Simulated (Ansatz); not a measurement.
# NaCl (Fm-3m): phonons against volume, part 3 of 4

Which modes of NaCl drive its thermal expansion?

Measurements to reproduce:
- volume expansion coefficient 121.2 1e-6/K near room temperature (given in “Descriptors for thermal expansion in solids”, 2017, arXiv:1701.03966)
- volume expansion coefficient 119.1 1e-6/K and heat capacity C_P per formula unit 50.54 J/mol/K near room temperature (given in “High-Throughput Prediction of Finite-Temperature Properties using the Quasi-Harmonic Approximation”, 2016, arXiv:1603.06924)

Ansatz 0.2.0; DFT PBEsol, scalar-relativistic, plane waves, PAW.

So far, highest frequency (cm⁻¹): step 5 (lattice dynamics at this volume, V/V0 1) 255.

The database entry behind the starting cell differs from later determinations by our own check (an axis about 0.4 % short against later determinations), so it need not match the best structure at ambient conditions.

### 8. A cell at another volume, V/V0 0.985

Symmetry fixes every atom, so a single point at the scaled cell gives the energy and pressure of this member.

The cell differs from the one that the last finished run ended in (a 3.981 → 3.941 Å, b 3.981 → 3.941 Å, c 3.981 → 3.941 Å).

Contents of input.yaml:

```yaml
crystal:
  lattice:
    - [0.0, 2.7868768389, 2.7868768389]
    - [2.7868768389, 0.0, 2.7868768389]
    - [2.7868768389, 2.7868768389, 0.0]
  atoms:
    - { symbol: Na, position: [0.0, 0.0, 0.0] }
    - { symbol: Cl, position: [0.5, 0.5, 0.5] }
kpoints:
  mp_grid: { grid: [8, 8, 8] }
hamiltonian:
  xc: pbesol
scf:
  occupations: { method: fixed }
output:
  forces: true
  stress: true
  eigenvalues: true
```

The run is started by

```
> ansatz run input.yaml --threads 4 --pin off --max-ram 16384MiB --backend cpu --events-out ev --progress --plain --runs-dir out
```

Numbers of over 12 decimals in the logs are rounded to 6 here.

The log of the run:

```text
[...]
Crystal: 2 atoms, lattice volume = 43.290 Å³
Basis set: ecut = 420 eV, 869 PW (Γ), exchange–correlation on 54×54×54 points (8 copies of the dense FFT grid, shifted against one another)
Bands: 12, of which v1, the nominal top of the filled ones, is band 8 counted from 1 (7 counted from 0)
Symmetry: 48 space group operations
[...]
k-points: 29 of 512
[...]
--- Band table (eV; the first three rows and the last of 29) ---
  k-point 0: bands = [... 4 lower, -11.4017, 1.3227, 1.3227, 1.3227, 6.3909, 12.2482, 12.2482, 12.2482]
  k-point 1: bands = [... 4 lower, -11.3488, 0.9209, 1.2778, 1.2778, 6.9092, 11.7131, 12.4484, 12.4484]
  k-point 2: bands = [... 4 lower, -11.2174, 0.1349, 1.1732, 1.1732, 7.8830, 11.2154, 12.5673, 12.5673]
  k-point 28: bands = [... 4 lower, -10.9504, 0.0322, 0.0322, 0.5058, 10.1770, 10.9032, 10.9032, 12.6689]
[key lines of the parts left out:]
SCF converged after 6 iterations
Free energy (F): -2540.285833 eV
Fermi energy:    1.322728 eV
P = ⅓ Tr σ = 0.4073 GPa (4.073 kbar)
```

Run time: 0.43 s. Hardware: 4 threads of Arm Neoverse V1, shared host; peak memory 0.28 GiB.

The run ends at a pressure of 0.41 GPa.

### 9. Lattice dynamics at this volume, V/V0 0.985

The same q-mesh and k-mesh are kept at every volume, so that much of their error can cancel in the differences.

input.yaml, the sections that differ from step 8:

```yaml
output:
  eigenvalues: true
phonons:
  method: dfpt
  dielectric: true
  rigid_motions: translations
  qmesh: [4, 4, 4]
  temperatures: { t_max: 1000, t_step: 50 }
  qpath:
    path:
      - [[0.0, 0.0, 0.0], [0.5, 0.0, 0.5], [0.625, 0.25, 0.625]]
      - [[0.375, 0.375, 0.75], [0.0, 0.0, 0.0], [0.5, 0.5, 0.5], [0.5, 0.25, 0.75], [0.5, 0.0, 0.5]]
    npoints: 10
# crystal, kpoints, hamiltonian, scf: as in step 8
```

The log of the run:

```text
[...]
Crystal: 2 atoms, lattice volume = 43.290 Å³
Basis set: ecut = 420 eV, 869 PW (Γ), exchange–correlation on 54×54×54 points (8 copies of the dense FFT grid, shifted against one another)
Bands: 12, of which v1, the nominal top of the filled ones, is band 8 counted from 1 (7 counted from 0)
Symmetry: 48 space group operations
k-points: 59 of 512 (irreducible under 8 space group operations, time reversal used)
[...]
optical modes at Γ + LO–TO along q̂ = [0.0000, 1.0000, 0.0000]:
      ω (cm⁻¹)  modes    IR ((D/Å)²/amu)
        172.77      2             3.9136
        259.27      1             1.9568
  optical modes at Γ + LO–TO along q̂ = [0.0000, 0.0000, 1.0000]:
      ω (cm⁻¹)  modes    IR ((D/Å)²/amu)
        172.77      2             3.9136
        259.27      1             1.9568
--- Phonons (arbitrary-q DFPT): 8 irreducible q on the 4×4×4 mesh ---
[...]
interpolated dispersion: 63 rows × 6 modes
[...]
[key lines of the parts left out:]
SCF converged after 8 iterations
Free energy (F): -2540.285833 eV
Fermi energy:    1.322468 eV
```

Wall time 64 s (4 threads); peak memory 0.82 GiB; 4.1 min of CPU time.

No mode is imaginary beyond numerical noise at the solved wavevectors. The highest zone-centre mode (no LO–TO term) moved by +3.8 % for a volume change of -1.5 %.

### 10. A cell at another volume, V/V0 1.03

Symmetry fixes every atom, so a single point at the scaled cell gives the energy and pressure of this member.

The cell differs from the one that the last finished run ended in (a 3.941 → 4.000 Å, b 3.941 → 4.000 Å, c 3.941 → 4.000 Å).

input.yaml, the sections that differ from step 9:

```yaml
crystal:
  lattice:
    - [0.0, 2.828686217, 2.828686217]
    - [2.828686217, 0.0, 2.828686217]
    - [2.828686217, 2.828686217, 0.0]
  atoms:
    - { symbol: Na, position: [0.0, 0.0, 0.0] }
    - { symbol: Cl, position: [0.5, 0.5, 0.5] }
output:
  forces: true
  stress: true
  eigenvalues: true
  write_density: true
  write_potential: true
  elf: true
  volumetric_format: npy
# kpoints, hamiltonian, scf: as in step 9
# phonons: removed
```

The log of the run:

```text
[...]
Crystal: 2 atoms, lattice volume = 45.267 Å³
Basis set: ecut = 420 eV, 893 PW (Γ), exchange–correlation on 54×54×54 points (8 copies of the dense FFT grid, shifted against one another)
Bands: 12, of which v1, the nominal top of the filled ones, is band 8 counted from 1 (7 counted from 0)
Symmetry: 48 space group operations
[...]
k-points: 29 of 512
[...]
--- Band table (eV; the first three rows and the last of 29) ---
  k-point 0: bands = [... 4 lower, -11.6418, 0.9783, 0.9783, 0.9783, 5.8806, 11.8680, 11.8680, 11.8680]
  k-point 1: bands = [... 4 lower, -11.5954, 0.6034, 0.9376, 0.9376, 6.3802, 11.3257, 12.0565, 12.0565]
  k-point 2: bands = [... 4 lower, -11.4802, -0.1306, 0.8424, 0.8424, 7.3530, 10.7678, 12.1439, 12.1439]
  k-point 28: bands = [... 4 lower, -11.2443, -0.2204, -0.2204, 0.2221, 9.6590, 10.4484, 10.4484, 12.1091]
[key lines of the parts left out:]
SCF converged after 7 iterations
Free energy (F): -2540.283661 eV
Fermi energy:    0.978330 eV
P = ⅓ Tr σ = -0.7110 GPa (-7.110 kbar)
```

The job ended after 0.55 s (4 threads; peak memory 0.29 GiB; 1.6 s of CPU time).

The run ends at a pressure of -0.71 GPa.

### 11. Phonons, V/V0 1.03

The same q-mesh and k-mesh are kept at every volume, so that much of their error can cancel in the differences.

input.yaml, the sections that differ from step 10:

```yaml
output:
  eigenvalues: true
phonons:
  method: dfpt
  dielectric: true
  rigid_motions: translations
  qmesh: [4, 4, 4]
  temperatures: { t_max: 1000, t_step: 50 }
  qpath:
    path:
      - [[0.0, 0.0, 0.0], [0.5, 0.0, 0.5], [0.625, 0.25, 0.625]]
      - [[0.375, 0.375, 0.75], [0.0, 0.0, 0.0], [0.5, 0.5, 0.5], [0.5, 0.25, 0.75], [0.5, 0.0, 0.5]]
    npoints: 10
# crystal, kpoints, hamiltonian, scf: as in step 10
```

The log of the run:

```text
[...]
Crystal: 2 atoms, lattice volume = 45.267 Å³
Basis set: ecut = 420 eV, 893 PW (Γ), exchange–correlation on 54×54×54 points (8 copies of the dense FFT grid, shifted against one another)
Bands: 12, of which v1, the nominal top of the filled ones, is band 8 counted from 1 (7 counted from 0)
Symmetry: 48 space group operations
k-points: 59 of 512 (irreducible under 8 space group operations, time reversal used)
[...]
optical modes at Γ + LO–TO along q̂ = [0.0000, 1.0000, 0.0000]:
      ω (cm⁻¹)  modes    IR ((D/Å)²/amu)
        154.03      2             4.0018
        246.65      1             2.0009
  optical modes at Γ + LO–TO along q̂ = [0.0000, 0.0000, 1.0000]:
      ω (cm⁻¹)  modes    IR ((D/Å)²/amu)
        154.03      2             4.0018
        246.65      1             2.0009
--- Phonons (arbitrary-q DFPT): 8 irreducible q on the 4×4×4 mesh ---
[...]
interpolated dispersion: 63 rows × 6 modes
[...]
[key lines of the parts left out:]
SCF converged after 8 iterations
Free energy (F): -2540.283661 eV
Fermi energy:    0.978229 eV
```

It took 65 s on 4 threads; peak memory 0.83 GiB.

No mode is imaginary beyond numerical noise at the solved wavevectors. The highest zone-centre mode (no LO–TO term) moved by -7.4 % for a volume change of +3.0 %.

### 12. A cell at another volume, V/V0 0.97

Symmetry fixes every atom, so a single point at the scaled cell gives the energy and pressure of this member.

The cell differs from the one that the last finished run ended in (a 4.000 → 3.921 Å, b 4.000 → 3.921 Å, c 4.000 → 3.921 Å).

input.yaml, the sections that differ from step 11:

```yaml
crystal:
  lattice:
    - [0.0, 2.7726578321, 2.7726578321]
    - [2.7726578321, 0.0, 2.7726578321]
    - [2.7726578321, 2.7726578321, 0.0]
  atoms:
    - { symbol: Na, position: [0.0, 0.0, 0.0] }
    - { symbol: Cl, position: [0.5, 0.5, 0.5] }
output:
  forces: true
  stress: true
  eigenvalues: true
# kpoints, hamiltonian, scf: as in step 11
# phonons: removed
```

The log of the run:

```text
[...]
Crystal: 2 atoms, lattice volume = 42.630 Å³
Basis set: ecut = 420 eV, 869 PW (Γ), exchange–correlation on 54×54×54 points (8 copies of the dense FFT grid, shifted against one another)
Bands: 12, of which v1, the nominal top of the filled ones, is band 8 counted from 1 (7 counted from 0)
Symmetry: 48 space group operations
[...]
k-points: 29 of 512
[...]
--- Band table (eV; the first three rows and the last of 29) ---
  k-point 0: bands = [... 4 lower, -11.3165, 1.4459, 1.4459, 1.4459, 6.5737, 12.3821, 12.3821, 12.3821]
  k-point 1: bands = [... 4 lower, -11.2613, 1.0345, 1.3995, 1.3995, 7.0984, 11.8494, 12.5863, 12.5863]
  k-point 2: bands = [... 4 lower, -11.1238, 0.2299, 1.2914, 1.2914, 8.0709, 11.3742, 12.7161, 12.7161]
  k-point 28: bands = [... 4 lower, -10.8453, 0.1225, 0.1225, 0.6071, 10.3594, 11.0631, 11.0631, 12.8659]
[key lines of the parts left out:]
SCF converged after 6 iterations
Free energy (F): -2540.283264 eV
Fermi energy:    1.445855 eV
P = ⅓ Tr σ = 0.8486 GPa (8.486 kbar)
```

Wall time 0.46 s (4 threads); peak memory 0.28 GiB; 1.2 s of CPU time.

The run ends at a pressure of 0.85 GPa.

### 13. Phonons, V/V0 0.97

The same q-mesh and k-mesh are kept at every volume, so that much of their error can cancel in the differences.

input.yaml, the sections that differ from step 12:

```yaml
output:
  eigenvalues: true
phonons:
  method: dfpt
  dielectric: true
  rigid_motions: translations
  qmesh: [4, 4, 4]
  temperatures: { t_max: 1000, t_step: 50 }
  qpath:
    path:
      - [[0.0, 0.0, 0.0], [0.5, 0.0, 0.5], [0.625, 0.25, 0.625]]
      - [[0.375, 0.375, 0.75], [0.0, 0.0, 0.0], [0.5, 0.5, 0.5], [0.5, 0.25, 0.75], [0.5, 0.0, 0.5]]
    npoints: 10
# crystal, kpoints, hamiltonian, scf: as in step 12
```

The log of the run:

```text
[...]
Crystal: 2 atoms, lattice volume = 42.630 Å³
Basis set: ecut = 420 eV, 869 PW (Γ), exchange–correlation on 54×54×54 points (8 copies of the dense FFT grid, shifted against one another)
Bands: 12, of which v1, the nominal top of the filled ones, is band 8 counted from 1 (7 counted from 0)
Symmetry: 48 space group operations
k-points: 59 of 512 (irreducible under 8 space group operations, time reversal used)
[...]
optical modes at Γ + LO–TO along q̂ = [0.0000, 1.0000, 0.0000]:
      ω (cm⁻¹)  modes    IR ((D/Å)²/amu)
        179.30      2             3.8821
        263.81      1             1.9410
  optical modes at Γ + LO–TO along q̂ = [0.0000, 0.0000, 1.0000]:
      ω (cm⁻¹)  modes    IR ((D/Å)²/amu)
        179.30      2             3.8821
        263.81      1             1.9410
--- Phonons (arbitrary-q DFPT): 8 irreducible q on the 4×4×4 mesh ---
[...]
interpolated dispersion: 63 rows × 6 modes
[...]
[key lines of the parts left out:]
SCF converged after 8 iterations
Free energy (F): -2540.283264 eV
Fermi energy:    1.445565 eV
```

The job ended after 70 s (4 threads; peak memory 0.81 GiB).

LO-TO term included. The phonon branches at the labelled points (cm⁻¹):

| point | branch 1 | branch 2 | branch 3 | branch 4 | branch 5 | branch 6 |
| --- | --- | --- | --- | --- | --- | --- |
| Γ | 0 | 0 | 0 | 179 | 179 | 264 |
| halfway | 60 | 60 | 142 | 184 | 184 | 210 |
| X | 81 | 81 | 135 | 189 | 189 | 200 |
| halfway | 86 | 97 | 133 | 185 | 190 | 200 |
| U | 100 | 125 | 132 | 175 | 190 | 197 |
| jump to K | 100 | 125 | 132 | 175 | 190 | 197 |
| halfway | 72 | 101 | 132 | 155 | 187 | 233 |
| Γ | 0 | 0 | 0 | 179 | 179 | 264 |
| halfway | 75 | 75 | 111 | 170 | 170 | 251 |
| L | 123 | 123 | 146 | 146 | 178 | 224 |
| halfway | 116 | 122 | 148 | 164 | 186 | 201 |
| W | 114 | 114 | 143 | 164 | 195 | 195 |
| halfway | 92 | 109 | 130 | 182 | 191 | 199 |
| X | 81 | 81 | 135 | 189 | 189 | 200 |

The phonon branches as a text plot (rows in cm⁻¹):

```
    258 |***                        ********
    247 |   *                    ***        **
    236 |                       *             **
    225 |    **                                 ***
    214 |      *               *                   **
    203 |           *****    **                      **      ****
    192 |       * **************                       **********
    181 |*********     ***      **********       ******      **
    170 |        *        ***     ***     ****  *      **  **
    159 |       *           *** **            **    ***  **
    148 |         **       * ***              * **********
    137 |      *    ****  *                               **  ***
    126 |               ***  ** *            *   ******     **
    115 |    **         *  **  * *          *  **   ******** *
    104 |                 * *   *             *            ** *
     93 |   *          ***   **            * *               **
     82 |         ******       * ***                           **
     71 |       **              *         * *
     60 |  *   *                 ****      *
     49 |    **                   **     **
     38 |   *                       *
     27 | **                        **  **
     16 | *                          *  *
      5 |*                            **
         Γ           X  U|K            Γ         L        W     X
```

No mode is imaginary beyond numerical noise at the solved wavevectors. The highest zone-centre mode (no LO–TO term) moved by +7.8 % for a volume change of -3.0 %.

### 14. Single point at a scaled cell, V/V0 1.05

Symmetry fixes every atom, so a single point at the scaled cell gives the energy and pressure of this member.

The cell differs from the one that the last finished run ended in (a 3.921 → 4.026 Å, b 3.921 → 4.026 Å, c 3.921 → 4.026 Å).

input.yaml, the sections that differ from step 13:

```yaml
crystal:
  lattice:
    - [0.0, 2.8468776251, 2.8468776251]
    - [2.8468776251, 0.0, 2.8468776251]
    - [2.8468776251, 2.8468776251, 0.0]
  atoms:
    - { symbol: Na, position: [0.0, 0.0, 0.0] }
    - { symbol: Cl, position: [0.5, 0.5, 0.5] }
output:
  forces: true
  stress: true
  eigenvalues: true
# kpoints, hamiltonian, scf: as in step 13
# phonons: removed
```

The log of the run:

```text
[...]
Crystal: 2 atoms, lattice volume = 46.146 Å³
Basis set: ecut = 420 eV, 893 PW (Γ), exchange–correlation on 54×54×54 points (8 copies of the dense FFT grid, shifted against one another)
Bands: 12, of which v1, the nominal top of the filled ones, is band 8 counted from 1 (7 counted from 0)
Symmetry: 48 space group operations
[...]
k-points: 29 of 512
[...]
--- Band table (eV; the first three rows and the last of 29) ---
  k-point 0: bands = [... 4 lower, -11.7416, 0.8364, 0.8364, 0.8364, 5.6707, 11.7085, 11.7085, 11.7085]
  k-point 1: bands = [... 4 lower, -11.6977, 0.4726, 0.7973, 0.7973, 6.1623, 11.1633, 11.8921, 11.8921]
  k-point 2: bands = [... 4 lower, -11.5890, -0.2398, 0.7060, 0.7060, 7.1327, 10.5816, 11.9661, 11.9661]
  k-point 28: bands = [... 4 lower, -11.3655, -0.3245, -0.3245, 0.1050, 9.4420, 10.2576, 10.2576, 11.8746]
[key lines of the parts left out:]
SCF converged after 7 iterations
Free energy (F): -2540.278606 eV
Fermi energy:    0.836412 eV
P = ⅓ Tr σ = -1.1231 GPa (-11.231 kbar)
```

It took 0.59 s on 4 threads; peak memory 0.28 GiB.

The run ends at a pressure of -1.12 GPa.

### 15. Phonons, V/V0 1.05

Phonons at this volume give one point of F(V, T); meshes stay fixed along the series.

input.yaml, the sections that differ from step 14:

```yaml
output:
  eigenvalues: true
phonons:
  method: dfpt
  dielectric: true
  rigid_motions: translations
  qmesh: [4, 4, 4]
  temperatures: { t_max: 1000, t_step: 50 }
  qpath:
    path:
      - [[0.0, 0.0, 0.0], [0.5, 0.0, 0.5], [0.625, 0.25, 0.625]]
      - [[0.375, 0.375, 0.75], [0.0, 0.0, 0.0], [0.5, 0.5, 0.5], [0.5, 0.25, 0.75], [0.5, 0.0, 0.5]]
    npoints: 10
# crystal, kpoints, hamiltonian, scf: as in step 14
```

The log of the run:

```text
[...]
Crystal: 2 atoms, lattice volume = 46.146 Å³
Basis set: ecut = 420 eV, 893 PW (Γ), exchange–correlation on 54×54×54 points (8 copies of the dense FFT grid, shifted against one another)
Bands: 12, of which v1, the nominal top of the filled ones, is band 8 counted from 1 (7 counted from 0)
Symmetry: 48 space group operations
k-points: 59 of 512 (irreducible under 8 space group operations, time reversal used)
[...]
optical modes at Γ + LO–TO along q̂ = [0.0000, 1.0000, 0.0000]:
      ω (cm⁻¹)  modes    IR ((D/Å)²/amu)
        146.07      2             4.0381
        241.48      1             2.0191
  optical modes at Γ + LO–TO along q̂ = [0.0000, 0.0000, 1.0000]:
      ω (cm⁻¹)  modes    IR ((D/Å)²/amu)
        146.07      2             4.0381
        241.48      1             2.0191
--- Phonons (arbitrary-q DFPT): 8 irreducible q on the 4×4×4 mesh ---
[...]
interpolated dispersion: 63 rows × 6 modes
[...]
[key lines of the parts left out:]
SCF converged after 9 iterations
Free energy (F): -2540.278606 eV
Fermi energy:    0.836311 eV
```

It took 79 s on 4 threads; peak memory 0.84 GiB; 4.7 min of CPU time.

(Part 3 of 4 ends here.)

[Logs are printed without paths, hosts, clocks, repeated set-up lines and the standing remarks that a program may print on its own settings, such as how far it seeks lower states.]

[Hosts, paths, dates, database ids (printed as entryN), source tags and the programs' standing remarks are cut or masked in the printed files.]

[A step with changed settings may run another functional than the one named; its input shows which.]

[Of the runs on displaced cells, only some may be shown.]
